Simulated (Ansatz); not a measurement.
# Formation energy and levels of the interstitial N_i (void) in SiC (P6_3mc)

Aim: at which Fermi levels does N_i (void) in SiC (P6_3mc) change its charge? The model is a cell of 108 host atoms with 1 N put in.

Method: place-levels on r2SCAN runs: charge-transition levels and formation energies with image-charge correction and potential alignment at the atomic sites; PAW set soft_1, in Ansatz 0.2.0.

The experiments to compare with:

“Charge spill-out and work function of few-layer graphene on SiC(0001)” (2018, arxiv:1806.04908) quotes from earlier work for SiC, 6H (bulk crystal, literature): band gap (indirect gap, experimental literature value) 3.03 eV [Literature value cited in passing in the theory part; temperature and measurement method …].

Most raw output is cut from this account.

## 1. The structure

The cell holds 109 atoms: 54 Si, 54 C and 1 N. Its edges and angles: a = 9.236 Å, b = 9.236 Å, c = 15.108 Å, α = 90.0°, β = 90.0°, γ = 120.0°. It derives from SiC (space group P6_3mc). Nearest the centre at fractional (0.111, 0.222, 0.437): N109 at 0.00 Å, Si5 at 2.01 Å, Si53 at 2.01 Å, Si17 at 2.01 Å, C8 at 2.01 Å, C56 at 2.01 Å, C20 at 2.01 Å, Si74 at 2.37 Å.

Known beforehand: the electronic dielectric constant, (7.09, 7.09, 7.35), and the static one, (10.43, 10.43, 10.95), computed on the host (DFPT, PBEsol, on the r2SCAN cell), and a cell off the functional's own equilibrium shifts the ionic part.

The cell's shortest repeat is 9.2 Å.

## 2. What was run first

A transition level is the Fermi level at which two charge states cost the same, so each charge needs its own total energy, at its own relaxed structure.

Each atom starts 0.05 Å or so off its site in a random direction: a symmetric start keeps its symmetry, and would miss off-centre moves and Jahn–Teller distortions. Forces are taken at one point at (¼, ¼, ¼). The cell holds 1 electron more than the neutral one, with a uniform background that keeps it neutral on the whole.

The sampling was tested on the host first: at the k-points planned (1x1x1 shifted 0.25 0.25 0.25) its energy lies -0.041 eV an atom from the dense-mesh value, a large miss, so this sampling is coarse for the host.

One of the inputs; charge, spin and start change from state to state.

The input, qm1.relax/input.yaml:

```yaml
crystal:
  lattice:
    - [9.23599493, 0.0, 0.0]
    - [-4.61799746, 7.99860624, 0.0]
    - [0.0, 0.0, 15.1078644]
  atoms:
    - { symbol: Si, position: [0.11111111, 0.22222222, 0.8329854] }
    - { symbol: Si, position: [0.22222222, 0.11111111, 0.3329854] }
    - { symbol: Si, position: [0.22222222, 0.11111111, 0.66650102] }
    - { symbol: Si, position: [0.11111111, 0.22222222, 0.16650102] }
    - { symbol: Si, position: [0.0, 0.0, 0.49972248] }
    - { symbol: Si, position: [0.0, 0.0, 0.99972248] }
    - { symbol: C, position: [0.0, 0.0, 0.87436694] }
    - { symbol: C, position: [0.0, 0.0, 0.37436694] }
    - { symbol: C, position: [0.11111111, 0.22222222, 0.70799668] }
    - { symbol: C, position: [0.22222222, 0.11111111, 0.20799668] }
    - { symbol: C, position: [0.22222222, 0.11111111, 0.54152848] }
    - { symbol: C, position: [0.11111111, 0.22222222, 0.04152848] }
    - { symbol: Si, position: [0.11111111, 0.55555556, 0.8329854] }
    - { symbol: Si, position: [0.22222222, 0.44444444, 0.3329854] }
    - { symbol: Si, position: [0.22222222, 0.44444444, 0.66650102] }
    - { symbol: Si, position: [0.11111111, 0.55555556, 0.16650102] }
    - { symbol: Si, position: [0.0, 0.33333333, 0.49972248] }
    - { symbol: Si, position: [0.0, 0.33333333, 0.99972248] }
    - { symbol: C, position: [0.0, 0.33333333, 0.87436694] }
    - { symbol: C, position: [0.0, 0.33333333, 0.37436694] }
    - { symbol: C, position: [0.11111111, 0.55555556, 0.70799668] }
    - { symbol: C, position: [0.22222222, 0.44444444, 0.20799668] }
    - { symbol: C, position: [0.22222222, 0.44444444, 0.54152848] }
    - { symbol: C, position: [0.11111111, 0.55555556, 0.04152848] }
    - { symbol: Si, position: [0.11111111, 0.88888889, 0.8329854] }
    - { symbol: Si, position: [0.22222222, 0.77777778, 0.3329854] }
    - { symbol: Si, position: [0.22222222, 0.77777778, 0.66650102] }
    - { symbol: Si, position: [0.11111111, 0.88888889, 0.16650102] }
    - { symbol: Si, position: [0.0, 0.66666667, 0.49972248] }
    - { symbol: Si, position: [0.0, 0.66666667, 0.99972248] }
    - { symbol: C, position: [0.0, 0.66666667, 0.87436694] }
    - { symbol: C, position: [0.0, 0.66666667, 0.37436694] }
    - { symbol: C, position: [0.11111111, 0.88888889, 0.70799668] }
    - { symbol: C, position: [0.22222222, 0.77777778, 0.20799668] }
    - { symbol: C, position: [0.22222222, 0.77777778, 0.54152848] }
    - { symbol: C, position: [0.11111111, 0.88888889, 0.04152848] }
    - { symbol: Si, position: [0.44444444, 0.22222222, 0.8329854] }
    - { symbol: Si, position: [0.55555556, 0.11111111, 0.3329854] }
    - { symbol: Si, position: [0.55555556, 0.11111111, 0.66650102] }
    - { symbol: Si, position: [0.44444444, 0.22222222, 0.16650102] }
    - { symbol: Si, position: [0.33333333, 0.0, 0.49972248] }
    - { symbol: Si, position: [0.33333333, 0.0, 0.99972248] }
    - { symbol: C, position: [0.33333333, 0.0, 0.87436694] }
    - { symbol: C, position: [0.33333333, 0.0, 0.37436694] }
    - { symbol: C, position: [0.44444444, 0.22222222, 0.70799668] }
    - { symbol: C, position: [0.55555556, 0.11111111, 0.20799668] }
    - { symbol: C, position: [0.55555556, 0.11111111, 0.54152848] }
    - { symbol: C, position: [0.44444444, 0.22222222, 0.04152848] }
    - { symbol: Si, position: [0.44444444, 0.55555556, 0.8329854] }
    - { symbol: Si, position: [0.55555556, 0.44444444, 0.3329854] }
    - { symbol: Si, position: [0.55555556, 0.44444444, 0.66650102] }
    - { symbol: Si, position: [0.44444444, 0.55555556, 0.16650102] }
    - { symbol: Si, position: [0.33333333, 0.33333333, 0.49972248] }
    - { symbol: Si, position: [0.33333333, 0.33333333, 0.99972248] }
    - { symbol: C, position: [0.33333333, 0.33333333, 0.87436694] }
    - { symbol: C, position: [0.33333333, 0.33333333, 0.37436694] }
    - { symbol: C, position: [0.44444444, 0.55555556, 0.70799668] }
    - { symbol: C, position: [0.55555556, 0.44444444, 0.20799668] }
    - { symbol: C, position: [0.55555556, 0.44444444, 0.54152848] }
    - { symbol: C, position: [0.44444444, 0.55555556, 0.04152848] }
[... 34 lines left out ...]
    - { symbol: C, position: [0.88888889, 0.44444444, 0.54152848] }
    - { symbol: C, position: [0.77777778, 0.55555556, 0.04152848] }
    - { symbol: Si, position: [0.77777778, 0.88888889, 0.8329854] }
    - { symbol: Si, position: [0.88888889, 0.77777778, 0.3329854] }
    - { symbol: Si, position: [0.88888889, 0.77777778, 0.66650102] }
    - { symbol: Si, position: [0.77777778, 0.88888889, 0.16650102] }
    - { symbol: Si, position: [0.66666667, 0.66666667, 0.49972248] }
    - { symbol: Si, position: [0.66666667, 0.66666667, 0.99972248] }
    - { symbol: C, position: [0.66666667, 0.66666667, 0.87436694] }
    - { symbol: C, position: [0.66666667, 0.66666667, 0.37436694] }
    - { symbol: C, position: [0.77777778, 0.88888889, 0.70799668] }
    - { symbol: C, position: [0.88888889, 0.77777778, 0.20799668] }
    - { symbol: C, position: [0.88888889, 0.77777778, 0.54152848] }
    - { symbol: C, position: [0.77777778, 0.88888889, 0.04152848] }
    - { symbol: "N", position: [0.111111, 0.222222, 0.437048] }
  host:
    repeats: [3, 3, 1]
    atoms:
      - { symbol: Si, position: [0.33333333, 0.66666667, 0.8329854] }
      - { symbol: Si, position: [0.66666667, 0.33333333, 0.3329854] }
      # ... 10 more atoms of the perfect host
total_charge: -1
basis:
  ecutwfc: 500
  xc_grid: 2
hamiltonian:
  xc: r2scan
  pseudopotentials: { kind: paw, azcp: { folder: soft_1 } }
kpoints:
  mp_grid: { grid: [1, 1, 1], shift: [0.25, 0.25, 0.25] }
scf:
  occupations: { method: fixed }
  max_iter: 60
output:
  forces: true
  charged_corrections:
    epsilon: [7.09, 7.09, 7.35]
    static_epsilon: [10.43, 10.43, 10.95]
    defect_position: [0.111111, 0.222222, 0.437048]
relax:
  f_tol: 0.02
  max_steps: 80
  random_displacement: { amplitude: 0.05, seed: 1922 }
checkpoint:
  write: "../qm1.relax.run"
  compress: false
  write_wavefunctions: true
  write_every: 100000
```

Run with:

```
ansatz run input.yaml --threads 4 --pin off --max-ram 15073MiB --backend cpu --events-out ev --progress --plain --runs-dir out
```

Defect states can disperse in a cell of this size, so the energy is taken again at a 2×2×2 shifted mesh, on the relaxed structure.

The run of this state that the levels use, under r2SCAN:

The input, qm1.point/input.yaml:

```yaml
crystal:
  checkpoint: "../qm1.relax.run"
  host: checkpoint
total_charge: -1
basis:
  ecutwfc: 500
  xc_grid: 2
hamiltonian:
  xc: r2scan
  pseudopotentials: { kind: paw, azcp: { folder: soft_1 } }
kpoints:
  mp_grid: { grid: [2, 2, 2], shift: [0.5, 0.5, 0.5] }
scf:
  occupations: { method: fermi_dirac, width: 0.01 }
  max_iter: 60
output:
  forces: true
  eigenvalues: true
  charged_corrections:
    epsilon: [7.09, 7.09, 7.35]
    static_epsilon: [10.43, 10.43, 10.95]
    defect_position: [0.111111, 0.222222, 0.437048]
  eigenstates: { localisation: true }
  populations: true
  band_densities: [{ bands: [v1, v1] }, { bands: [c1, c1] }]
  write_density: true
  write_potential: true
  volumetric_format: npy
checkpoint:
  read: "../qm1.relax.run"
  write: "../qm1.point.run"
  compress: false
  write_wavefunctions: false
  write_every: 100000
```

Relaxations under r2SCAN at one point at (¼, ¼, ¼); times on 4 threads of Arm Neoverse V1, shared host:

```tsv
charge	moment (μB)	occupations	outcome	steps	largest displacement against the far atoms (Å)	time
−1	0	fixed	converged	19	1.60	9.8 min
0	1	fixed	converged	17	1.56	24 min
+1	0	fixed	converged	19	1.56	9.8 min
```

Single points under r2SCAN at a 2×2×2 shifted mesh; times on 4 threads of Arm Neoverse V1, shared host:

```tsv
charge	moment (μB)	occupations	outcome	time
−1	0	fermi-dirac	converged	3.9 min
0	1	fermi-dirac	converged	7.7 min
+1	0	fermi-dirac	converged	3.8 min
```

Distances (Å) from N109 to the nearest atoms after relaxation with r2SCAN:

```tsv
charge	moment (μB)	1.	2.	3.	4.	5.	6.
−1	0	C 1.43	Si 1.61	Si 1.77	C 2.39	Si 2.64	Si 2.68
0	1	C 1.39	Si 1.71	Si 1.71	Si 2.51	Si 2.51	C 2.62
+1	0	C 1.32	Si 1.72	Si 1.77	Si 2.57	C 2.57	C 2.67
```

## 3. Placing the levels, r2SCAN

A charged cell interacts with its images and the background, and its potential has another zero than the host's. place-levels removes the first by a point-charge model, screened by the static dielectric constant since the ions have relaxed around the charge, and the second by comparing potentials at atoms far from the defect.

The host is a run of the defect-free crystal in the same cutoffs, grids and k-points, so that basis and sampling errors cancel in part in the differences. The host is run in a cell of 12 atoms on a matching mesh. Its band edges are searched through the zone by a band path, so the gap is smaller than, or equal to, that on the mesh. Chemical potentials are energies per atom of N (N2 molecule), run with the same functional and cutoff.

The input, levels.point.yaml:

```yaml
host:
  run: host.point.run
states: [qm1.point.run, q0_M1.point.run, qp1.point.run]
geometry_from:
  qm1.point.run: qm1.relax.run
  q0_M1.point.run: q0_M1.relax.run
  qp1.point.run: qp1.relax.run
  host.point.run: host.relax.run
chemical_potentials:
  "N":
    energy: -384.814403
    dataset: "<sha256 of the dataset>"
epsilon: [7.09, 7.09, 7.35]
static_epsilon: [10.43, 10.43, 10.95]
vertical:
  - { from: qm1.point.run, to: qm1.point_neutral.run }
  - { from: qp1.point.run, to: qp1.point_neutral.run }
```

Run with:

```
ansatz place-levels levels.point.yaml -- --threads 4 --pin off --max-ram 15073MiB
```

Wall time 0.48 s (4 threads of Arm Neoverse V1, shared host).

Levels between the charges placed, in eV above the valence top:

```tsv
	gap (eV)	(+1/0)	(0/−1)
r2SCAN	2.37	0.96	1.40
```

Corrections by state:

```tsv
charge	moment (μB)	image terms and alignment (eV)	band filling (eV)	ε used	over the lowest of its charge, as the program ranks them, band filling apart (eV)
+1	0.0	0.220	-	principal values (10.43, 10.43, 10.95)	0.000
0	1.0	0.000	-	-	0.000
−1	0.0	0.097	-	principal values (10.43, 10.43, 10.95)	0.000
```

The charged structures listed were also run neutral, and place-levels reads from each pair, by the potential or the spins, how wide the charge is by which they differ; that can be the carrier of either run.

```tsv
charge	rms radius (Å)	spread where it is widest against the cell (Å)	wide from (Å)	reading
+1	1.6	1.22	1.39	narrow
−1	2.0	1.42	1.39	wide
```

The neutral runs of these pairs need not share the spin of the lowest neutral state, and very wide values only mean spread over the cell.

From the program's caveats on the states, each cut to its opening words:

- charge +1: the host's ions (past the first shell or, of a walk that freed a part, those that it held) aren't shown at rest: they stand up to 0.263 Å off their sites, 2.86 [...]
- charge 0 (1 μB): its sublattices stand up to 0.0273 Å off the host's, which by the two runs' forces adds about +0.01 eV to its energy against the host's, and moves the band [...]
- charge 0 (1 μB): flagged: stability check not made
- charge −1: it parts from the run at its places by a charge that spreads by about 1.4 Å along one vector (1.4 Å or more is wide), by its potential at epsilon [7.09, 7.09, [...]
- charge −1: the far atoms show a dipole or second moment of the defect's charge, for which the correction takes or leaves out 0.104 eV: further moments aren't read, and [...]

Chemical potentials of the elements' reference phases, run alike. Formation energy by charge state (elemental references; gap 2.37 eV):

```tsv
charge	at valence top (eV)	at conduction bottom (eV)	correction included (eV)
+1	3.51	5.88	0.22
0	4.47	4.47	0.00
−1	5.87	3.50	0.10
```

(Fermi level (eV), lowest formation energy (eV)): (0.00, 3.51), (0.22, 3.73), (0.43, 3.95), (0.65, 4.16), (0.86, 4.38), (1.08, 4.47), (1.29, 4.47), (1.51, 4.36), (1.72, 4.14), (1.94, 3.93), (2.15, 3.71), (2.37, 3.50)

## 4. Effect of the sampling

The relaxations' own energies give the levels at their sampling, for comparison.

The input, levels.relax_mesh.yaml:

```yaml
host:
  run: host.relax.run
states: [qm1.relax.run, q0_M1.relax.run, qp1.relax.run]
chemical_potentials:
  "N":
    energy: -384.814403
    dataset: "<sha256 of the dataset>"
```

Run with:

```
ansatz place-levels levels.relax_mesh.yaml -- --threads 4 --pin off --max-ram 15073MiB
```

Elapsed: 0.16 s, on 4 threads.

Levels between neighbouring charges, in eV above the valence top:

```tsv
	gap (eV)	(+1/0)	(0/−1)
one point at (¼, ¼, ¼)	2.38	0.99	1.52
a 2×2×2 shifted mesh	2.37	0.96	1.40
```

Going from one point at (¼, ¼, ¼) to a 2×2×2 shifted mesh moves the levels that carry no band-filling term by up to 0.12 eV and formation energies against the elements by up to 0.25 eV.

## 5. What came out

```json
{
  "gap of the host": "2.37 eV (r2SCAN)",
  "level (plus 1/0)": "0.96 eV above the valence top",
  "level (0/minus 1)": "1.40 eV above the valence top",
  "lowest of the charges placed, just above the valence top (0.02 eV)": "+1",
  "lowest of the charges placed, just below the conduction bottom (0.02 eV)": "−1",
  "lowest formation energy at mid-gap of the charges run, elemental references": "4.47 eV"
}
```

In words: Of the charges placed (−1, 0 and +1), the lowest changes at 0.96 eV (+1/0) and 1.40 eV (0/−1) above the valence top, in a gap of 2.37 eV. Charges above +1 and below −1 were not placed, so these runs say nothing of levels that involve them. States placed: +1 at 0 μB; 0 at 1 μB; −1 at 0 μB. Other spin states or structures, where not listed, weren't placed. At charge −1, 0 and +1 the atom put in ends up to 1.6 Å from its starting place, so the name tells the start alone and the levels can join different sites. N is taken at its element; compounds, which aren't counted here, bound the chemical potentials and would shift these formation energies. Going from one point at (¼, ¼, ¼) to a 2×2×2 shifted mesh moves the levels that carry no band-filling term by up to 0.12 eV and formation energies against the elements by up to 0.25 eV. What this leaves open: r2SCAN makes the gap too small and tends to spread out bound carriers; where a gas molecule sets a chemical potential or the host's formation energy, its binding is uncorrected; force components of up to 0.36 eV/Å remain in a run at the final settings.

Computed beside measured:

| quantity | measured | r2SCAN |
| --- | --- | --- |
| band gap (least gap of the host) (eV) | 3.03 | 2.37 (-0.66 eV) |

Measured values from arxiv:1806.04908 (2018).

Verdict: The band gap is off by -0.66 eV: a clear miss. Local and semilocal functionals usually give gaps below the measured ones. Zero-point and thermal motion shift the measured gap.

[Logs are printed without paths, hosts, clocks, repeated set-up lines and the standing remarks that a program may print on its own settings, such as how far it seeks lower states.]

[Hosts, paths, dates, database ids (printed as entryN), source tags and the programs' standing remarks are cut or masked in the printed files.]

[Where a table of states has a column of steps, it counts the stored structures, which are thinned; the runs took as many ionic steps or more.]

[A defect's name tells the site on which it was built; relaxed atoms can leave that site.]

[For some hosts the program warned that the k-mesh of the response run may be too coarse for force constants and the static dielectric constant; such warnings are not shown here.]
